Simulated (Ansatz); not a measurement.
# TcF2 (1T sheet): how robust is the cRPA U?, part 2 of 2

What does U in TcF2 (1T sheet) depend on besides the window?

Ansatz 0.2.0; constrained RPA on PBE, plane waves, PAW.

So far. Step 3 (Changed: 9×9×1 mesh): On the Tc d shell, screening brings the on-site interaction from 13.8 eV down to U = 5.47 eV. Step 4 (Changed: accuracy high): On the Tc d shell, screening brings the on-site interaction from 13.8 eV down to U = 5.44 eV.

### 6. Changed: a wide Fermi-Dirac smearing

Contents of input.yaml:

```yaml
crystal:
  lattice:
    - [0.0, 2.00436028, 2.00436028]
    - [2.00436028, -2.00436028, 0.0]
    - [16.73236119, 16.73236119, -16.73236119]
  atoms:
    - { symbol: Tc, position: [0.0, 0.0, 0.320735268] }
    - { symbol: F, position: [0.3333333333, 0.6666666667, 0.3700312214] }
    - { symbol: F, position: [0.6666666667, 0.3333333333, 0.2714393145] }
  periodic: [true, true, false]
kpoints:
  mp_grid: { grid: [9, 9, 1] }
hamiltonian:
  xc: pbe
scf:
  occupations: { method: fermi_dirac, width: 1.0 }
  n_extra_bands: 19
  max_iter: 150
  lower_state_search: "off"
output:
  crpa:
    kmesh: [6, 6, 1]
    target_bands: [v3, c2]
    projections: [{ species: Tc, l: d, shell: 4 }]
```

Launch:

```sh
$ ansatz run input.yaml --threads 8 --pin off --max-ram 14745MiB --backend cpu --events-out ev --progress --plain --runs-dir out
```

Numbers of over 12 decimals in the logs are rounded to 6 here.

Output:

```text
scf.n_extra_bands = 19 over 15 filled bands (N_el = 29.0): the run solves 34 bands
Engine: ansatz 0.2.0, x86_64-unknown-linux-gnu
Pseudopotentials: kind: paw
Pseudopotential: Tc, paw, valence charge 15, recommended cutoff 500 eV (normal), Tc.paw.azcp
Pseudopotential: F, paw, valence charge 7, recommended cutoff 420 eV (normal), F.paw.azcp
Functional definition: PBE
  parameter kappa = 0.804
  parameter beta = 0.066725
  exchange = pbe_x(kappa = kappa, mu = beta*pi^2/3)
  correlation = pbe_c(beta = beta)
Crystal: 3 atoms, lattice volume = 201.665 Å³
[...]
Error: refused after 8 iterations: slab_electrons_in_vacuum = 1.00e-4 (threshold 1.00e-6); electrons that its smearing lays highest leave the slab for the vacuum on both its sides, from a quarter of the vector that does not repeat out to the cut: the least energy of a wave there at their k-point stands 4.0 eV under their level, and 1.00e-4 e/Å² of theirs stand a quarter out or further, so that the energy and levels can hang on that vector's length. Under a cutoff below the recommended one the basis itself can leave a density there or draw electrons out: first raise basis.ecutwfc. Narrow scf.occupations.width, or fill by another scf.occupations.method. [rest of the remark cut]
```

Wall time 1.9 s (8 threads of Intel Xeon Platinum 8259CL at 2.50GHz (Skylake/Cascade Lake), shared host); peak memory 0.71 GiB.

Residual by cycle:

cycle, log10 residual and a bar from the least value:
```
        1        0.3 ##############################
        2       -0.4 ############################
        3       -1.7 #######################
        4       -3.0 ##################
        5       -4.3 ##############
        6       -5.3 ##########
        7       -6.8 #####
        8       -8.2
```

The run ended with an error.

After 8 cycles the residual stands at 6.4e-9.

The program's message: “Error: refused after 8 iterations: slab_electrons_in_vacuum = 1.00e-4 (threshold 1.00e-6); electrons that its smearing lays highest leave the slab for the vacuum on both its sides, from a quarter of t …”

The fault put into this input: a wide Fermi-Dirac smearing.

### 7. Changed: potentials

This step: constrained RPA on PBE, plane waves, norm-conserving pseudopotentials.

input.yaml, as its differences from that of step 6:

```diff
@@ -14,4 +14,5 @@
   xc: pbe
+  pseudopotentials: { kind: nc }
 scf:
-  occupations: { method: fermi_dirac, width: 1.0 }
+  occupations: { method: gaussian, width: 0.08 }
   n_extra_bands: 19
```

Output:

```text
[...]
Crystal: 3 atoms, lattice volume = 201.665 Å³
Basis set: ecut = 1320 eV, 22149 PW (Γ)
Bands: 34, of which v1, the nominal top of the filled ones, is band 15 counted from 1 (14 counted from 0)
Symmetry: 12 space group operations
[...]
k-points: 12 of 81
[...]
χ-basis size per q: N_G = 709..745
[...]
screened: U = 5.4414 eV, U' = 4.6861 eV, J = 0.3687 eV
      screened d-shell averages: U_bar = F0 = 4.8372 eV, J_bar = 0.5198 eV
      screened, to within: U = 1.5e-2 eV, U' = 1.5e-2 eV, J = 9.6e-4 eV
      screened d-shell averages, to within: U_bar = 1.4e-2 eV, J_bar = 1.3e-3 eV
      bare: V = 13.7642 eV, V' = 12.7228 eV, J = 0.4942 eV
      bare d-shell averages: V_bar = F0 = 12.9311 eV, J_bar = 0.7025 eV
[...]
[key lines of the parts left out:]
SCF converged after 9 iterations
Free energy (F): -3672.790355 eV
Fermi energy:    -4.771716 eV
```

Run time: 4.6 min. Hardware: 8 threads; peak memory 6.5 GiB; 35 min of CPU time.

This step gave:

- U: 5.441 eV
- U prime (inter-orbital): 4.686 eV
- J: 0.3687 eV
- bare V: 13.76 eV
- bare J: 0.4942 eV
- stated bound on U: 0.01473 eV
- U over bare V: 0.3953
- electrons in the window: 5
- head of the constrained inverse dielectric matrix: 0.7648
- least eigenvalue of the projection's overlap: 0.6657
- target functions: 5
- bands in the sums: 34
- width of the target bands: 5.337 eV
- weight of the projected orbitals in the window: 0.8411

On the Tc d shell, screening brings the on-site interaction from 13.8 eV down to U = 5.44 eV.

### 8. Changed: PBEsol

This step: constrained RPA on PBEsol, plane waves, PAW.

input.yaml, as its differences from that of step 7:

```diff
@@ -13,4 +13,3 @@
 hamiltonian:
-  xc: pbe
-  pseudopotentials: { kind: nc }
+  xc: pbesol
 scf:
```

Output:

```text
[...]
Crystal: 3 atoms, lattice volume = 201.665 Å³
Basis set: ecut = 500 eV, 5085 PW (Γ)
Bands: 34, of which v1, the nominal top of the filled ones, is band 15 counted from 1 (14 counted from 0)
Symmetry: 12 space group operations
[...]
k-points: 12 of 81
[...]
χ-basis size per q: N_G = 709..745
[...]
screened: U = 5.4381 eV, U' = 4.6866 eV, J = 0.3659 eV
      screened d-shell averages: U_bar = F0 = 4.8369 eV, J_bar = 0.5162 eV
      screened, to within: U = 1.2e-2 eV, U' = 1.2e-2 eV, J = 4.7e-4 eV
      screened d-shell averages, to within: U_bar = 1.1e-2 eV, J_bar = 6.8e-4 eV
      bare: V = 13.6932 eV, V' = 12.6565 eV, J = 0.4898 eV
      bare d-shell averages: V_bar = F0 = 12.8639 eV, J_bar = 0.6971 eV
[...]
[key lines of the parts left out:]
SCF converged after 9 iterations
Free energy (F): -6935.953689 eV
Fermi energy:    -4.795829 eV
```

The job ended after 71 s (8 threads; peak memory 2.4 GiB).

This step gave:

| Property | Result |
| --- | --- |
| U | 5.438 eV |
| U prime (inter-orbital) | 4.687 eV |
| J | 0.3659 eV |
| bare V | 13.69 eV |
| bare J | 0.4898 eV |
| stated bound on U | 0.01141 eV |
| U over bare V | 0.3971 |
| electrons in the window | 5.000 |
| head of the constrained inverse dielectric matrix | 0.7672 |
| least eigenvalue of the projection's overlap | 0.6623 |
| target functions | 5 |
| bands in the sums | 34 |
| width of the target bands | 5.346 eV |
| weight of the projected orbitals in the window | 0.8388 |

On the Tc d shell, screening brings the on-site interaction from 13.7 eV down to U = 5.44 eV.

### 9. Side by side

Times are wall times on 8 threads of Intel Xeon Platinum 8259CL at 2.50GHz (Skylake/Cascade Lake), shared host, good to a factor of about two.

```tsv
run	bare V (eV)	U (eV)	J (eV)	bound on U (eV)	width (eV)	time
target window	13.77	5.445	0.370	0.0114	5.35	82 s
9×9×1 mesh	13.76	5.471	0.370	0.0121	5.35	4.4 min
accuracy high	13.77	5.445	0.370	0.0010	5.35	93 s
potentials	13.76	5.441	0.369	0.0147	5.34	4.6 min
PBEsol	13.69	5.438	0.366	0.0114	5.35	71 s
```

### 10. Summary of results

| Item | Value |
| --- | --- |
| target window | U 5.44 eV, J 0.37 eV |
| 9×9×1 mesh | U 5.47 eV, J 0.37 eV |
| accuracy high | U 5.44 eV, J 0.37 eV |
| potentials | U 5.44 eV, J 0.37 eV |
| PBEsol | U 5.44 eV, J 0.37 eV |

9×9×1 mesh moves U by +0.03 eV at 3.2 times the time. Accuracy high moves U by +0.0002 eV (within the solver's bounds, for the mean over orbitals). Potentials moves U by −0.003 eV (within the solver's bounds, for the mean over orbitals) at 3.4 times the time. PBEsol moves U by −0.01 eV (within the solver's bounds, for the mean over orbitals). The printed bound covers the solver alone, not the mesh. The parent state is non-magnetic and the interaction static (zero frequency); U depends on the window and the orbitals, so it belongs to this model alone.

[Paths, hosts, dates, memory and timing lines, banners, echoed tables and standing remarks are left out of the program output.]

[Logs are printed without paths, hosts, clocks, repeated set-up lines and the standing remarks that a program may print on its own settings, such as how far it seeks lower states.]

[Runs of the session that timed out or met a known fault of the program may be left out.]

[Hosts, paths, dates, database ids (printed as entryN), source tags and the programs' standing remarks are cut or masked in the printed files.]
